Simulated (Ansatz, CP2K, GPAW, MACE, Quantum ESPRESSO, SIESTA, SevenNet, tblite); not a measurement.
## Running random rock-salt alloy of NbC and TiC (64 atoms) with CP2K

How do the settings of CP2K change the result for random rock-salt alloy of NbC and TiC (64 atoms)? A plane-wave run serves as the yardstick.

Calculated with CP2K 2026.2; the method is named at each step.

## 1. The structure

The cell holds 64 atoms: 20 Ti, 32 C and 12 Nb. Cell: a = 8.762 Å, b = 8.762 Å, c = 8.762 Å, α = 90.0°, β = 90.0°, γ = 90.0°. It derives from NbC (rock-salt), repeated 2×2×2. Rock-salt NbC, 2 x 2 x 2 conventional cells, 20 of 32 Nb sites given to Ti at random (x = 0.625), lattice by Vegard's rule (a = 4.381 Å); not relaxed, displaced by a Gaussian of 0.02 Å. Then every atom was moved at random, 0.02 Å r.m.s. a Cartesian component.

The yardstick, on the same geometry:

| Quantity | Value |
| --- | --- |
| method | Kohn-Sham DFT, PBE, PAW, plane waves (Ansatz 0.2.0); cutoff 420 eV, Γ point, fermi-dirac smearing of 0.05 eV; PAW set soft_2 |
| r.m.s. force component | 0.5164 eV/Å |
| longest force | 2.163 eV/Å |
| pressure | 2.989 GPa |
| spacing of highest filled and lowest empty level | 0.3694 eV |
| SCF cycles | 7 |
| time | 11 s on 4 threads of Arm Neoverse V1, shared host |
| CPU time | 35 s |

## 2. PBE, DZVP-MOLOPT-SR, 800/50 Ry, diagonalisation

Method: Kohn-Sham DFT, PBE, GTH-PBE pseudopotentials, Gaussian and plane waves, DZVP-MOLOPT-SR-GTH, diagonalisation.

input.inp reads:

```
&GLOBAL
  PROJECT cell
  RUN_TYPE ENERGY_FORCE
  PRINT_LEVEL LOW
&END GLOBAL
&FORCE_EVAL
  METHOD QS
  STRESS_TENSOR ANALYTICAL
  &DFT
    BASIS_SET_FILE_NAME BASIS_MOLOPT
    POTENTIAL_FILE_NAME GTH_POTENTIALS
    &MGRID
      CUTOFF 800
      REL_CUTOFF 50
      NGRIDS 5
    &END MGRID
    &QS
      EPS_DEFAULT 1.0E-12
    &END QS
    &SCF
      SCF_GUESS ATOMIC
      EPS_SCF 5.0E-06
      MAX_SCF 200
      ADDED_MOS 42
      &DIAGONALIZATION
        ALGORITHM STANDARD
      &END DIAGONALIZATION
      &SMEAR ON
        METHOD FERMI_DIRAC
        ELECTRONIC_TEMPERATURE [K] 580
      &END SMEAR
      &MIXING
        METHOD BROYDEN_MIXING
        ALPHA 0.15
        NBROYDEN 12
      &END MIXING
      &PRINT
        &RESTART OFF
        &END RESTART
      &END PRINT
    &END SCF
    &XC
      &XC_FUNCTIONAL PBE
      &END XC_FUNCTIONAL
    &END XC
    &PRINT
      &MULLIKEN ON
      &END MULLIKEN
      &HIRSHFELD ON
        SHAPE_FUNCTION DENSITY
      &END HIRSHFELD
      &MO ON
        EIGENVALUES T
        OCCUPATION_NUMBERS T
        MO_INDEX_RANGE 251 274
        &EACH
          QS_SCF 0
        &END EACH
        ADD_LAST NUMERIC
      &END MO
    &END PRINT
  &END DFT
  &SUBSYS
    &CELL
      A 8.76240 0.00000 0.00000
      B 0.00000 8.76240 0.00000
      C 0.00000 0.00000 8.76240
    &END CELL
    &TOPOLOGY
      COORD_FILE_NAME structure.xyz
      COORD_FILE_FORMAT XYZ
    &END TOPOLOGY
    &KIND Ti
      BASIS_SET DZVP-MOLOPT-SR-GTH-q12
      POTENTIAL GTH-PBE-q12
    &END KIND
    &KIND C
      BASIS_SET DZVP-MOLOPT-SR-GTH-q4
      POTENTIAL GTH-PBE-q4
    &END KIND
    &KIND Nb
      BASIS_SET DZVP-MOLOPT-SR-GTH-q13
      POTENTIAL GTH-PBE-q13
    &END KIND
  &END SUBSYS
  &PRINT
    &FORCES ON
    &END FORCES
    &STRESS_TENSOR ON
    &END STRESS_TENSOR
  &END PRINT
&END FORCE_EVAL
```

structure.xyz reads:

```xyz
64

Ti 0.01402 0.02208 0.01910
C 2.21943 0.00105 0.01367
Nb 8.73410 2.17886 2.21733
C 2.20716 2.21908 2.18210
Ti 2.19095 0.01717 2.18052
C 8.74470 0.05012 2.17518
Ti 2.12918 2.22784 8.75776
C 0.01849 2.20050 8.76012
Ti 8.74619 0.00692 4.36613
C 2.22556 0.04740 4.34501
Ti 0.00131 2.23836 6.59581
C 2.20357 2.23336 6.59152
Ti 2.23546 8.74768 6.55173
C 8.73489 0.04802 6.56768
Nb 2.22223 2.20830 4.36026
C 8.74873 2.13846 4.40241
Nb 0.01901 4.40074 8.75986
C 2.18727 4.36683 8.72078
Nb 8.70737 6.56803 2.19262
C 2.18674 6.53316 2.19735
Ti 2.24063 4.42370 2.15213
C 8.73252 4.44035 2.24151
Nb 2.17316 6.55428 8.74873
C 8.75627 6.56321 8.74978
Nb 0.03873 4.35605 4.39023
C 2.16002 4.38602 4.35351
Ti 0.01989 6.60781 6.60264
C 2.20541 6.56146 6.55857
Ti 2.16510 4.39934 6.57049
C 0.07790 4.37612 6.49154
Nb 2.18228 6.60957 4.39373
C 8.72709 6.61088 4.36332
Ti 4.37778 8.73427 8.75635
C 6.59318 8.72954 8.75022
Ti 4.38576 2.14171 2.18341
C 6.54762 2.22328 2.18403
Nb 6.54061 8.73410 2.17754
C 4.38821 0.04627 2.18350
Nb 6.58503 2.19586 8.74286
C 4.34966 2.14679 0.03619
Ti 4.36665 0.02839 4.37550
C 6.54814 0.01604 4.39294
Nb 4.38444 2.19174 6.56637
C 6.54928 2.23362 6.56637
Nb 6.58862 0.02331 6.54709
C 4.37025 8.72595 6.60203
Ti 6.55112 2.15283 4.40582
C 4.36534 2.22320 4.36709
Ti 4.42571 4.39110 0.00131
C 6.56199 4.37910 8.73603
Ti 4.38900 6.58731 2.16826
C 6.56435 6.58854 2.21435
Ti 6.62078 4.37857 2.20252
C 4.43071 4.34606 2.18543
Ti 6.58932 6.54245 0.02453
C 4.37831 6.56348 0.00184
[... 4 atom lines left out ...]
Ti 6.58459 4.38856 6.55489
C 4.34282 4.39023 6.56286
Ti 6.54008 6.62069 4.39277
C 4.37165 6.56978 4.41310
```

The run is started by

```bash
OMP_NUM_THREADS=1 mpirun -np 4 cp2k.psmp -i input.inp > output.txt
```

Numbers of over 12 decimals in the logs are rounded to 6 here.

What it wrote:

```text
CP2K| version string:                                       CP2K version 2026.2
 CP2K| Input file name                                                 input.inp
 GLOBAL| Basis set file name                                        BASIS_MOLOPT
 GLOBAL| Potential file name                                      GTH_POTENTIALS
 GLOBAL| Run type                                                   ENERGY_FORCE
 GLOBAL| Total number of message passing processes                             4
 GLOBAL| Number of threads for this process                                    1
 TOTAL NUMBERS AND MAXIMUM NUMBERS
  Total number of            - Atomic kinds:                                   3
                             - Atoms:                                         64
                             - Shell sets:                                    64
                             - Shells:                                       416
                             - Primitive Cartesian functions:                364
                             - Cartesian basis functions:                   1440
                             - Spherical basis functions:                   1248
  Maximum angular momentum of- Orbital basis functions:                        3
                             - Local part of the GTH pseudopotential:          2
                             - Non-local part of the GTH pseudopotential:      4
 SCF PARAMETERS         Density guess:                                    ATOMIC
                        max_scf:                                             200
                        eps_scf:                                        5.00E-06
                        added MOs                                        42    0
                        Mixing method:                            BROYDEN_MIXING
                                                charge density mixing in g-space
                        Smear method:                                FERMI_DIRAC
                        Electronic temperature [K]:                        580.0
                        Electronic temperature [a.u.]:                  1.84E-03
                        Accuracy threshold:                             1.00E-10
 Extrapolation method: initial_guess
 Number of electrons:                                                        524
 Number of occupied orbitals:                                                262
 Number of molecular orbitals:                                               304
 Number of orbital functions:                                               1248
 Number of independent orbital functions:                                   1248
 SCF WAVEFUNCTION OPTIMIZATION
  Step     Update method      Time    Convergence         Total energy    Change
     1 NoMix/Diag. 0.15E+00    7.4     1.80843805     -2044.2797805769 -2.04E+03
     2 Broy./Diag. 0.15E+00   10.4     0.10336003     -2063.8092645562 -1.95E+01
     3 Broy./Diag. 0.15E+00   10.4     0.19132355     -2050.3774378517  1.34E+01
     4 Broy./Diag. 0.15E+00   10.4     0.05638013     -2038.1474231502  1.22E+01
[...]
15 Broy./Diag. 0.15E+00   10.4     0.00000750     -2033.1211807489  1.44E-03
    16 Broy./Diag. 0.15E+00   10.4     0.00000400     -2033.1208411974  3.40E-04
  *** SCF run converged in    16 steps ***
  Electronic density on regular grids:       -523.9999999999        0.0000000001
  Core density on regular grids:              523.9999999997       -0.0000000003
  Total charge density on r-space grids:       -0.0000000002
  Total charge density g-space grids:          -0.0000000002
  Overlap energy of the core charge distribution:               5.2152e-10
  Self energy of the core charge distribution:              -3808.371915
  Core Hamiltonian energy:                                    952.263307
  Hartree energy:                                            1108.595306
  Exchange-correlation energy:                               -285.604879
  Electronic entropic energy:                                  -0.00265915
  Fermi energy:                                                 0.482352
  Total energy:                                             -2033.120841
  Total energy (extrapolated to T->0):                      -2033.119512
 MO| EIGENVALUES AND OCCUPATION NUMBERS
 MO|
 MO|  Index      Eigenvalue [a.u.]        Eigenvalue [eV]             Occupation
 MO|    251               0.455732              12.401103               1.999999
 MO|    252               0.456219              12.414349               1.999999
 MO|    253               0.457135              12.439279               1.999998
[...]
MO|    273               0.547906              14.909287               0.000000
 MO|    274               0.548701              14.930901               0.000000
 MO| Sum:                                                             524.000000
 MO| E(Fermi):            0.482352 a.u.         13.125467 eV
 !-----------------------------------------------------------------------------!
                     Mulliken Population Analysis
 #  Atom  Element  Kind  Atomic population                           Net charge
       1     Ti       1         11.892443                              0.107557
       2     C        2          4.210656                             -0.210656
       3     Nb       3         12.570864                              0.429136
[...]
63     Ti       1         11.889496                              0.110504
      64     C        2          4.224976                             -0.224976
 # Total charge                            524.000000                  0.000000
 !-----------------------------------------------------------------------------!
 !-----------------------------------------------------------------------------!
                           Hirshfeld Charges
  #Atom  Element  Kind  Ref Charge     Population                    Net charge
      1       Ti     1      12.000         11.785                         0.215
      2       C      2       4.000          4.304                        -0.304
      3       Nb     3      13.000         12.508                         0.492
[...]
63       Ti     1      12.000         11.779                         0.221
     64       C      2       4.000          4.317                        -0.317
  Total Charge                                                            0.000
 !-----------------------------------------------------------------------------!
 ENERGY| Total FORCE_EVAL ( QS ) energy [hartree]          -2033.120922
 FORCES| Atomic forces [hartree/bohr]
 FORCES|   Atom     x               y               z               |f|
 FORCES|      1  9.57811945E-03 -3.12822182E-03 -1.51623196E-02   1.82050015E-02
 FORCES|      2 -9.80083628E-03  4.14909381E-03 -3.80336987E-03   1.13020792E-02
 FORCES|      3  4.00180632E-03  4.13868030E-03 -2.97146690E-03   6.47863751E-03
[...]
FORCES|     63 -1.79361558E-03 -1.03390167E-02  1.04676574E-02   1.48217467E-02
 FORCES|     64  5.38186466E-03  5.49306141E-03 -9.77242473E-03   1.24353720E-02
 FORCES| Sum    -2.12431216E-05 -6.22774020E-05 -8.94703973E-05
 FORCES| Total atomic force                                       1.11061681E-04
 STRESS| Analytical stress tensor [bar]
 STRESS|                        x                   y                   z
 STRESS|      x        2.00701013035E+04  -7.44030095300E+02   3.67955970930E+03
 STRESS|      y       -7.44030095300E+02   2.04898158379E+04   3.60191857253E+02
 STRESS|      z        3.67955970930E+03   3.60191857253E+02   1.47973996932E+04
 STRESS| 1/3 Trace                                             1.84524389449E+04
```

Wall time 3.6 min (4 MPI ranks of Arm Neoverse V1, shared host); peak memory 6 GiB; 15 min of CPU time.

Banners, paths, timers and routine set-up lines are dropped from the logs unmarked, and long logs keep their key lines alone; longer cuts are marked.

Against the reference:

* r.m.s. force component: 0.5213 eV/Å
* r.m.s. difference of force components: 11.75 meV/Å
* longest difference of force vectors: 48.08 meV/Å
* force difference over r.m.s. force: 2.275 %
* slope of forces against the reference's: 1.009
* correlation of force components: 0.9998
* pressure: 1.845 GPa
* pressure difference: -1.143 GPa

Length of the force difference by element (eV/Å):

```
element  atoms   mean   most
      C     32  0.015  0.025
     Nb     12  0.026  0.048
     Ti     20  0.020  0.035
```

The surroundings of Nb17, picked at random, nearest first, numbered as they follow in the input and with coordinates relative to it.

```
atom      x      y      z  distance (Å)  bonds  Hirshfeld charge (e)     Fx     Fy  Fz (eV/Å)
Nb17   0.00   0.00   0.00          0.00      6                  0.50  -0.27  -0.22      -0.30
 C24  -0.03   2.16  -0.01          2.16      6                 -0.35  -0.21   0.56      -0.35
 C18   2.17  -0.03  -0.04          2.17      6                 -0.33   0.48  -0.31       0.59
  C8   0.00  -2.20   0.00          2.20      6                 -0.35  -0.11  -0.42      -0.26
 C50  -2.22  -0.02  -0.02          2.22      6                 -0.33  -0.07   0.18       0.33
 C22  -0.05   0.04   2.24          2.24      6                 -0.36   0.49  -0.97      -1.04
 C30   0.06  -0.02  -2.27          2.27      6                 -0.33  -1.48   0.50       1.51
 Ti7   2.11  -2.17   0.00          3.03      6                  0.24   1.18  -0.46       0.09
Nb23   2.15   2.15  -0.01          3.05      6                  0.53   0.47   1.10       0.38
```

Forces lie 2.3 % from the reference's, at 25 times its CPU time.

(Continued in part 2 of 2.)

[Also dropped from logs without a mark: logging warnings of Python, and SIESTA's first energy breakdown and zero terms.]

[Logs are printed without paths, hosts, clocks, repeated set-up lines and the standing remarks that a program may print on its own settings, such as how far it seeks lower states.]

[Hosts, paths, dates, database ids (printed as entryN), source tags and the programs' standing remarks are cut or masked in the printed files.]
